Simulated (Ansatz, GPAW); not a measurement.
**Screening of a field by 1T-SnSeTe bilayer, AA**

Aim: the dipole that a field along the normal induces in 1T-SnSeTe bilayer, AA.

Calculated with GPAW 26.7.0 and Ansatz 0.2.0; Ansatz plane waves; layer without images along its normal, relaxation of atoms and in-plane cell, with D3(BJ) dispersion, in the first sound run; inputs show where later runs differ.

**1. Set-up**

The cell holds 6 atoms: 2 Te, 2 Sn and 2 Se. Its edges and angles: a = 3.827 Å, b = 3.827 Å, c = 22.341 Å, α = 90.0°, β = 90.0°, γ = 120.0°. Regions: layer 1: 1T-SnSeTe, 3 atoms (1 Te, 1 Sn and 1 Se); layer 2: 1T-SnSeTe, 3 atoms (1 Te, 1 Sn and 1 Se). Vacuum lies along c.

**2. Relaxing the atoms**

Forces are removed first; all later runs use this geometry.

Contents of input.yaml:

```yaml
crystal:
  lattice:
    - [3.8272765, 0.0, 0.0]
    - [-1.91363825, 3.3145186763, 0.0]
    - [0.0, 0.0, 22.341175644]
  atoms:
    - { symbol: Te, position: [0.6666666667, 0.3333333333, 0.3133228131] }
    - { symbol: Sn, position: [0.0, 0.0, 0.3788799067] }
    - { symbol: Se, position: [0.3333333333, 0.6666666667, 0.428383357] }
    - { symbol: Te, position: [0.6666666667, 0.3333333333, 0.571616643] }
    - { symbol: Sn, position: [0.0, 0.0, 0.6371737366] }
    - { symbol: Se, position: [0.3333333333, 0.6666666667, 0.6866771869] }
  periodic: [true, true, false]
kpoints:
  mp_grid: { grid: [9, 9, 1] }
hamiltonian:
  xc: pbe
  dispersion: d3bj
scf:
  occupations: { method: fermi_dirac, width: 0.05 }
relax:
  f_tol: 0.01
  max_steps: 90
  cell: {}
```

Started as:

```bash
> ansatz run input.yaml --threads 4 --pin off --max-ram 8192MiB --backend cpu --events-out ev --progress --plain --runs-dir out
```

Numbers of over 12 decimals in the logs are rounded to 6 here.

The log of the run:

```text
Warning: crystal.periodic: the lattice vector that does not repeat stood 0.000° off the slab's normal, 22.341 Å along it as the deck builds it. The run solves the slab on a vector along the normal, 40.482 Å long, with every atom where it was (on the deck's vector they left 14.00 Å outside them, and the widest stretch free of ions among them is 3.20 Å). A fractional position that the run reports is one of the run's ce [...]
crystal.periodic: the lattice vector that does not repeat stood 0.000° off the slab's normal, 22.341 Å along it as the deck builds it. The run solves the slab on a vector along the normal, 40.482 Å long, with every atom where it was (on the deck's vector they left 14.00 Å outside them, and the widest stretch free of ions among them is 3.20 Å). A fractional position that the run reports is one of the run's cell, which [...]
Engine: ansatz 0.2.0, aarch64-unknown-linux-gnu
Pseudopotentials: kind: paw
Pseudopotential: Te, paw, valence charge 16, recommended cutoff 420 eV (normal), Te.paw.azcp
Pseudopotential: Sn, paw, valence charge 14, recommended cutoff 420 eV (normal), Sn.paw.azcp
Pseudopotential: Se, paw, valence charge 16, recommended cutoff 420 eV (normal), Se.paw.azcp
Functional definition: PBE
  parameter kappa = 0.804
  parameter beta = 0.066725
  exchange = pbe_x(kappa = kappa, mu = beta*pi^2/3)
  correlation = pbe_c(beta = beta)
Crystal: 6 atoms, lattice volume = 513.542 Å³
Basis set: ecut = 420 eV, 9999 PW (Γ), exchange–correlation on 54×54×576 points (8 copies of the dense FFT grid, shifted against one another)
Bands: 56, of which v1, the nominal top of the filled ones, is band 46 counted from 1 (45 counted from 0)
Symmetry: 6 space group operations
Space group: P3m1 (ITA 156), of the structure as read, at distance tolerance 8.0e-5 Å
k-points: 12 of 81 (time reversal used)
Non-local potential: Te, projectors of the file, l = 0: 2, l = 1: 2, l = 2: 2, l = 3: 2
Non-local potential: Sn, projectors of the file, l = 0: 2, l = 1: 2, l = 2: 2, l = 3: 2
Non-local potential: Se, projectors of the file, l = 0: 2, l = 1: 2, l = 2: 3, l = 3: 1
PAW form: soft (Blöchl's): semilocal exchange-correlation on the pseudo side does not see the compensation charge
PAW one-centre angular grid: Te, 590 points (default); XC on 64 Gauss nodes
PAW one-centre angular grid: Sn, 590 points (default); XC on 64 Gauss nodes
PAW one-centre angular grid: Se, 590 points (default); XC on 64 Gauss nodes
Initial density: superposition of atomic densities (neutral atoms: chi_scale 0, normalization atom), corrected by the library's trained network
Initial wavefunctions: pseudopotential atomic-orbital guess
Functional: x = pbe(κ = 0.804, μ = 0.219515), c = pbe(β = 0.066725)
SCF iter   1: F=—  HF=-36944.824303 eV  |F-HF|=—  |Δ(HF+E_count)|=         —  Δρ=1.95e-3  dr2=7.92e-2  ethr=1.77e-3  ⟨swp⟩=15.8  Hψ=4393  notcnv=0  defer=14
preconditioner: auto → LDOS  [insulator: Δε(μ)=0.420 eV  Ē_g=10.366 eV  σ=0.050 eV  W_gap=0.97  n_scr=92 (ndim 8)  ℏωp=9.3 eV  f_vac=0.703  D(μ)=0.15/eV (n_scr^D=2)  ε∞_Penn≈1.8  β→1.0]
SCF iter   2: F=—  HF=-36944.829722 eV  |F-HF|=—  |Δ(HF+E_count)|=   5.42e-3  Δρ=1.42e-3  dr2=7.89e-2  ethr=8.61e-5  ⟨swp⟩=4.7  Hψ=1734  notcnv=0  defer=34
SCF iter   3: F=—  HF=-36944.816938 eV  |F-HF|=—  |Δ(HF+E_count)|=   1.28e-2  Δρ=3.48e-4  dr2=6.33e-3  ethr=8.58e-5  ⟨swp⟩=3.9  Hψ=1187  notcnv=0  defer=34
SCF iter   4: F=—  HF=-36944.816474 eV  |F-HF|=—  |Δ(HF+E_count)|=   4.64e-4  Δρ=1.35e-4  dr2=1.67e-3  ethr=6.89e-6  ⟨swp⟩=3.3  Hψ=1174  notcnv=0  defer=34
SCF iter   5: F=—  HF=-36944.816329 eV  |F-HF|=—  |Δ(HF+E_count)|=   1.45e-4  Δρ=6.85e-5  dr2=5.88e-4  ethr=1.81e-6  ⟨swp⟩=2.1  Hψ=837  notcnv=0  defer=34
SCF iter   6: F=—  HF=-36944.816267 eV  |F-HF|=—  |Δ(HF+E_count)|=   6.23e-5  Δρ=4.22e-5  dr2=5.64e-5  ethr=6.39e-7  ⟨swp⟩=2.5  Hψ=875  notcnv=0  defer=34
SCF iter   7: F=—  HF=-36944.816339 eV  |F-HF|=—  |Δ(HF+E_count)|=   7.26e-5  Δρ=1.77e-5  dr2=4.58e-6  ethr=6.13e-8  ⟨swp⟩=3.0  Hψ=1071  notcnv=0  defer=34
SCF iter   8: F=—  HF=-36944.816339 eV  |F-HF|=—  |Δ(HF+E_count)|=   1.84e-7  Δρ=9.22e-6  dr2=9.89e-7  ethr=4.98e-9  ⟨swp⟩=3.0  Hψ=1348  notcnv=0  defer=34
SCF iter   9: F=-36944.816339 eV  HF=-36944.816339 eV  |F-HF|=1.82e-8  |Δ(HF+E_count)|=   2.88e-7  Δρ=1.89e-6  dr2=3.19e-8  ethr=1.09e-10  ⟨swp⟩=5.8  Hψ=3661  notcnv=0
SCF 1 converged in 9 iterations: F = -36944.816339 eV  dr2 = 3.19e-8
  greatest PAW one-centre occupation: 1.000 electrons in one spin orbital (limit 2), on the Se atom at site 2 (counted from 0), in its partial waves of l = 2
relax step   1: F+E_penalty+E_count = -36944.81633906 eV  Δ(F+E_penalty+E_count) = +0.000e0 eV  max|allowed force component| = 5.374e0 eV/Å  Δτ_max = 0.0000 Å  P = +35.101 N/m  Ω = 513.542 Å³  fix = [c, alpha, beta]  reactions: c +0.000 N/m  (9 SCF iters, dr2 threshold 1.00e-7 eV, accepted)
Crystal: 6 atoms, lattice volume = 528.964 Å³
Basis set: ecut = 420 eV, 10443 PW (Γ), exchange–correlation on 54×54×576 points (8 copies of the dense FFT grid, shifted against one another)
Initial density: handed on by an earlier stage of this run
Initial wavefunctions: those handed on with the density
iter 1 solved again at ethr=1.87e-4 eV; its pass at ethr=3.10e-3 eV (dr2=1.72e-1 eV) is discarded
SCF iter   1: F=—  HF=-36948.272373 eV  |F-HF|=—  |Δ(HF+E_count)|=         —  Δρ=5.03e-3  dr2=1.72e-1  ethr=1.87e-4  ⟨swp⟩=4.7  Hψ=4109  notcnv=0
preconditioner: auto → LDOS  [insulator: Δε(μ)=0.353 eV  Ē_g=9.753 eV  σ=0.050 eV  W_gap=0.94  n_scr=92 (ndim 8)  ℏωp=9.1 eV  f_vac=0.695  D(μ)=0.28/eV (n_scr^D=4)  ε∞_Penn≈1.9  β→1.0]
SCF iter   2: F=—  HF=-36948.263882 eV  |F-HF|=—  |Δ(HF+E_count)|=   8.49e-3  Δρ=2.13e-3  dr2=8.85e-2  ethr=1.87e-4  ⟨swp⟩=5.5  Hψ=1688  notcnv=0
SCF iter   3: F=—  HF=-36948.245455 eV  |F-HF|=—  |Δ(HF+E_count)|=   1.84e-2  Δρ=9.62e-4  dr2=2.19e-2  ethr=9.62e-5  ⟨swp⟩=5.0  Hψ=1710  notcnv=0
SCF iter   4: F=—  HF=-36948.241194 eV  |F-HF|=—  |Δ(HF+E_count)|=   4.26e-3  Δρ=2.22e-4  dr2=4.86e-4  ethr=2.38e-5  ⟨swp⟩=3.3  Hψ=1282  notcnv=0  defer=7
SCF iter   5: F=—  HF=-36948.241158 eV  |F-HF|=—  |Δ(HF+E_count)|=   3.62e-5  Δρ=5.98e-5  dr2=8.28e-5  ethr=5.28e-7  ⟨swp⟩=3.3  Hψ=1385  notcnv=0  defer=7
SCF iter   6: F=—  HF=-36948.241158 eV  |F-HF|=—  |Δ(HF+E_count)|=   3.33e-7  Δρ=2.33e-5  dr2=1.26e-5  ethr=9.00e-8  ⟨swp⟩=3.0  Hψ=986  notcnv=0  defer=7
SCF iter   7: F=-36948.241157 eV  HF=-36948.241157 eV  |F-HF|=9.44e-8  |Δ(HF+E_count)|=   5.85e-7  Δρ=8.40e-6  dr2=4.09e-7  ethr=6.52e-10  ⟨swp⟩=5.9  Hψ=3548  notcnv=0
SCF 2 converged in 7 iterations: F = -36948.241157 eV  dr2 = 4.09e-7
[...]
SCF iter   5: F=—  HF=-36949.304230 eV  |F-HF|=—  |Δ(HF+E_count)|=   1.29e-4  Δρ=4.68e-5  dr2=2.84e-5  ethr=6.73e-7  ⟨swp⟩=3.9  Hψ=1466  notcnv=0  defer=24
SCF iter   6: F=—  HF=-36949.304337 eV  |F-HF|=—  |Δ(HF+E_count)|=   1.07e-4  Δρ=1.20e-5  dr2=1.05e-6  ethr=3.08e-8  ⟨swp⟩=2.2  Hψ=1228  notcnv=0  defer=24
SCF iter   7: F=-36949.304338 eV  HF=-36949.304338 eV  |F-HF|=1.19e-8  |Δ(HF+E_count)|=   7.22e-7  Δρ=4.14e-6  dr2=1.79e-7  ethr=6.52e-10  ⟨swp⟩=7.2  Hψ=2924  notcnv=0
SCF 3 converged in 7 iterations: F = -36949.304338 eV  dr2 = 1.79e-7
relax step   3: F+E_penalty+E_count = -36949.30433796 eV  Δ(F+E_penalty+E_count) = -1.063e0 eV  max|allowed force component| = 7.988e-1 eV/Å  Δτ_max = 0.1945 Å  P = +5.929 N/m  Ω = 531.646 Å³  energy of the carried Pulay correction = -2.067e-3 eV  fix = [c, alpha, beta]  reactions: c +0.000 N/m  (7 SCF iters, dr2 threshold 6.00e-7 eV, accepted)
[...]
relax step   4: F+E_penalty+E_count = -36949.50285001 eV  Δ(F+E_penalty+E_count) = -1.985e-1 eV  max|allowed force component| = 2.573e-1 eV/Å  Δτ_max = 0.1903 Å  P = +1.344 N/m  Ω = 544.344 Å³  energy of the carried Pulay correction = -3.474e-3 eV  fix = [c, alpha, beta]  reactions: c +0.000 N/m  (7 SCF iters, dr2 threshold 6.00e-7 eV, accepted)
[...]
relax step   5: F+E_penalty+E_count = -36949.51792591 eV  Δ(F+E_penalty+E_count) = -1.508e-2 eV  max|allowed force component| = 8.479e-2 eV/Å  Δτ_max = 0.0629 Å  P = +0.252 N/m  Ω = 546.912 Å³  energy of the carried Pulay correction = -3.754e-3 eV  fix = [c, alpha, beta]  reactions: c +0.000 N/m  (7 SCF iters, dr2 threshold 6.00e-7 eV, accepted)
[...]
relax step   6: F+E_penalty+E_count = -36949.51857642 eV  Δ(F+E_penalty+E_count) = -6.505e-4 eV  max|allowed force component| = 2.483e-2 eV/Å  Δτ_max = 0.0110 Å  P = -0.023 N/m  Ω = 548.487 Å³  energy of the carried Pulay correction = -3.926e-3 eV  fix = [c, alpha, beta]  reactions: c -0.000 N/m  (5 SCF iters, dr2 threshold 4.49e-7 eV, accepted)
[...]
relax step   7: F+E_penalty+E_count = -36949.51864615 eV  Δ(F+E_penalty+E_count) = -6.972e-5 eV  max|allowed force component| = 8.684e-3 eV/Å  Δτ_max = 0.0034 Å  P = -0.021 N/m  Ω = 548.320 Å³  energy of the carried Pulay correction = -3.908e-3 eV  fix = [c, alpha, beta]  reactions: c -0.000 N/m  (6 SCF iters, dr2 threshold 3.85e-8 eV, accepted)
[...]
relax step   8: F+E_penalty+E_count = -36949.52100721 eV  Δ(F+E_penalty+E_count) = -2.361e-3 eV  max|allowed force component| = 8.869e-3 eV/Å  Δτ_max = 0.0000 Å  P = -0.054 N/m  Ω = 548.320 Å³  fix = [c, alpha, beta]  reactions: c -0.000 N/m  stress off target by 5.38e-2 N/m on what of the cell is left free  SCF on the basis re-selected at this cell (its energy is not comparable with the rows above)  (8 SCF iters)
[...]
relax step   9: F+E_penalty+E_count = -36949.52106288 eV  Δ(F+E_penalty+E_count) = -5.568e-5 eV  max|allowed force component| = 2.990e-3 eV/Å  Δτ_max = 0.0031 Å  P = -0.008 N/m  Ω = 547.874 Å³  energy of the carried Pulay correction = +2.825e-5 eV  fix = [c, alpha, beta]  reactions: c -0.000 N/m  (6 SCF iters, dr2 threshold 2.15e-9 eV, accepted)
iter 1 solved again at ethr=4.30e-6 eV; its pass at ethr=3.10e-3 eV (dr2=3.95e-3 eV) is discarded
SCF iter   1: F=—  HF=-36949.520925 eV  |F-HF|=—  |Δ(HF+E_count)|=         —  Δρ=1.49e-6  dr2=2.41e-8  ethr=4.30e-6  ⟨swp⟩=5.1  Hψ=6151  notcnv=0
eigensolver tolerance schedule: the retry pair's looser diagonalisation over-reported the residual by 163758.13 of it (diagonalisation noise at an unbounded share of the residual, at the tolerance the schedule requests for it); recorded, not acted on — ethr = c·dr2/N_el stays at c = 1.0e-1
SCF iter   2: F=—  HF=-36949.521038 eV  |F-HF|=—  |Δ(HF+E_count)|=   1.13e-4  Δρ=2.51e-6  dr2=1.30e-7  ethr=2.62e-11  ⟨swp⟩=6.6  Hψ=2505  notcnv=0
SCF iter   3: F=—  HF=-36949.521038 eV  |F-HF|=—  |Δ(HF+E_count)|=   2.26e-8  Δρ=8.96e-7  dr2=8.21e-9  ethr=2.62e-11  ⟨swp⟩=2.6  Hψ=1142  notcnv=0
SCF iter   4: F=—  HF=-36949.521038 eV  |F-HF|=—  |Δ(HF+E_count)|=  2.91e-10  Δρ=6.19e-7  dr2=4.95e-9  ethr=8.93e-12  ⟨swp⟩=2.0  Hψ=860  notcnv=0
SCF iter   5: F=—  HF=-36949.521038 eV  |F-HF|=—  |Δ(HF+E_count)|=  7.49e-10  Δρ=3.07e-7  dr2=1.13e-9  ethr=5.38e-12  ⟨swp⟩=2.0  Hψ=920  notcnv=0
SCF iter   6: F=—  HF=-36949.521038 eV  |F-HF|=—  |Δ(HF+E_count)|=  8.00e-11  Δρ=5.66e-8  dr2=5.79e-11  ethr=1.23e-12  ⟨swp⟩=3.0  Hψ=1070  notcnv=0
SCF iter   7: F=-36949.521038 eV  HF=-36949.521038 eV  |F-HF|=2.18e-11  |Δ(HF+E_count)|=  2.40e-10  Δρ=1.82e-8  dr2=3.11e-12  ethr=1.00e-12  ⟨swp⟩=9.1  Hψ=3800  notcnv=0
SCF 10 converged in 7 iterations: F = -36949.521038 eV  dr2 = 3.11e-12
relax step  10: F+E_penalty+E_count = -36949.52103835 eV  Δ(F+E_penalty+E_count) = +2.453e-5 eV  max|allowed force component| = 2.988e-3 eV/Å  Δτ_max = 0.0000 Å  P = -0.007 N/m  Ω = 547.874 Å³  fix = [c, alpha, beta]  reactions: c -0.000 N/m  stress off target by 7.49e-3 N/m on what of the cell is left free  SCF on the basis re-selected at this cell (its energy is not comparable with the rows above)  (7 SCF iters)
basis re-selected at this cell: Δ(F+E_penalty+E_count) = +2.453e-5 eV, ΔP = +0.000 N/m vs the last step (what re-selecting the basis moved, of the pressure what is left beyond the Pulay correction that the steps carried, after the strain that the cell walked since its last selection, with what the two solves' SCF thresholds leave and, on support functions, any second-order correction that the steps lacked; it is no m [...]
SCF converged after 7 iterations
Free energy (F): -36949.521038 eV
Harris-Foulkes:  -36949.521038 eV  (|F-HF|=2.18e-11)
Internal energy: -36949.507612 eV  (E = F + TS)
E sigma→0 (E₀):  -36949.514325 eV
Entropy (-TS):   -0.013426 eV (-2.238 meV/atom)
Fermi energy:    -5.114120 eV
--- Per-component energies (eV) ---
  E_band       = -2751.471846
  E_kinetic    = 971.307617
  E_local      = -357567.540803  (includes V_loc(G=0)·N_el)
  E_nonlocal   = -1874.086612
  E_hartree    = 178678.209202
  E_xc         = -1219.346220
  E_vxc        = -593.612969  (∫ρ·V_xc dr)
  E_paw        = -21427.139325  (= ΣΔE_a)
  E_vpaw       = -1043.955867  (= ΣTr[D̂ρ^β])
  E_aug_tail   = -0.001607  (compensation charges beyond the density's cutoff)
  E_ewald      = 165491.090125
  E_disp       = -1.999989  (pairwise vdW)
  E_smearing   = -0.013426  (= −TS)
  E_closure    = -0.000000  (closes the sum)
  Σ components = -36949.521038   (vs F -36949.521038, Δ=0.00e0)
--- Forces (eV/Å), atoms counted from 1 ---
  atom   1  Te     0.00000000     0.00000000     0.00112709
  atom   2  Sn    -0.00000000    -0.00000000    -0.00070145
  atom   3  Se    -0.00000000     0.00000000    -0.00127895
  atom   4  Te    -0.00000000     0.00000000     0.00298787
  atom   5  Sn    -0.00000000     0.00000000    -0.00274488
  atom   6  Se     0.00000000     0.00000000     0.00061022
  max |Σ_I F_I| component: 1.09e-7 eV/Å
--- 2D stress c σ (N/m, compression-positive) ---
       -0.007490      -0.000000      -0.000000
       -0.000000      -0.007490       0.000000
       -0.000000       0.000000      -0.000000
  P = ½ c Tr σ = -0.0075 N/m
--- Relaxed structure (8 steps of the walk, 8 accepted, 2 SCFs on fresh bases) ---
  F+E_penalty+E_count = -36949.52103835 eV   max|allowed force component| = 2.988e-3 eV/Å   (the final SCF, on the basis selected at the relaxed cell)
  cell:  # Å, volume = 547.8742 Å³
    - [3.953140, 9.315792459178664e-18, 0]
    - [-1.976570, 3.423520, 0]
    - [0, 0, 40.482351]
  atoms:
    - { symbol: Te, position: [0.666667, 0.333333, 0.157656] }
    - { symbol: Sn, position: [0, 0, 0.202999] }
    - { symbol: Se, position: [0.333333, 0.666667, 0.242039] }
    - { symbol: Te, position: [0.666667, 0.333333, 0.310611] }
    - { symbol: Sn, position: [0, 0, 0.356227] }
    - { symbol: Se, position: [0.333333, 0.666667, 0.394950] }
```

The job ended after 82 s (4 threads of Arm Neoverse V1, shared host; peak memory 1.2 GiB; 5.2 min of CPU time).

The steps of the relaxation:

```csv
step,energy less that of the first step (eV),largest force component (eV/Å),volume (Å³)
1,0.0000,5.3735,513.54
2,-3.4248,2.9206,528.96
3,-4.4880,0.7988,531.65
4,-4.6865,0.2573,544.34
5,-4.7016,0.0848,546.91
6,-4.7022,0.0248,548.49
7,-4.7023,0.0087,548.32
8*,-4.7047,0.0089,548.32
9,-4.7047,0.0030,547.87
10*,-4.7047,0.0030,547.87
```

Relaxation steps marked * repeat the geometry before them on a plane-wave basis chosen anew for their cell, so energy and pressure can jump there.

The run keeps the 6 symmetry operations that it works with, so distortions that break them were not tested.

```csv
cell as run,before,after,change
a (Å),3.827,3.953,+3.3 %
b (Å),3.827,3.953,+3.3 %
```

The atoms that moved most (Å, along periodic axes as changes of fractional coordinates times the final cell, across vacuum about the mean position):

```csv
atom,dx,dy,dz,length
Se6,0.000,0.000,0.647,0.647
Te1,0.000,0.000,-0.618,0.618
Sn2,0.000,0.000,-0.247,0.247
Se3,0.000,0.000,0.228,0.228
Te4,0.000,0.000,-0.196,0.196
Sn5,0.000,0.000,0.186,0.186
```

The relaxed structure:

```xyz
6
Lattice="3.9531 0.0000 0.0000 -1.9766 3.4235 0.0000 0.0000 0.0000 40.4824" Properties=species:S:1:pos:R:3
Te    1.9766    1.1412    6.3823
Sn    0.0000    0.0000    8.2179
Se    0.0000    2.2823    9.7983
Te    1.9766    1.1412   12.5743
Sn    0.0000    0.0000   14.4209
Se    0.0000    2.2823   15.9885
```

Numbers from this step:

| Property | Result |
| --- | --- |
| free energy | -36949.5210 eV |
| smearing term TS | 0.01343 eV |
| symmetry operations | 6 |

The relaxation lowered the energy of the cell by 4.70 eV.

(Continued in part 2 of 2.)

[Logs are printed without paths, hosts, clocks, repeated set-up lines and the standing remarks that a program may print on its own settings, such as how far it seeks lower states.]

[Hosts, paths, dates, database ids (printed as entryN), source tags and the programs' standing remarks are cut or masked in the printed files.]
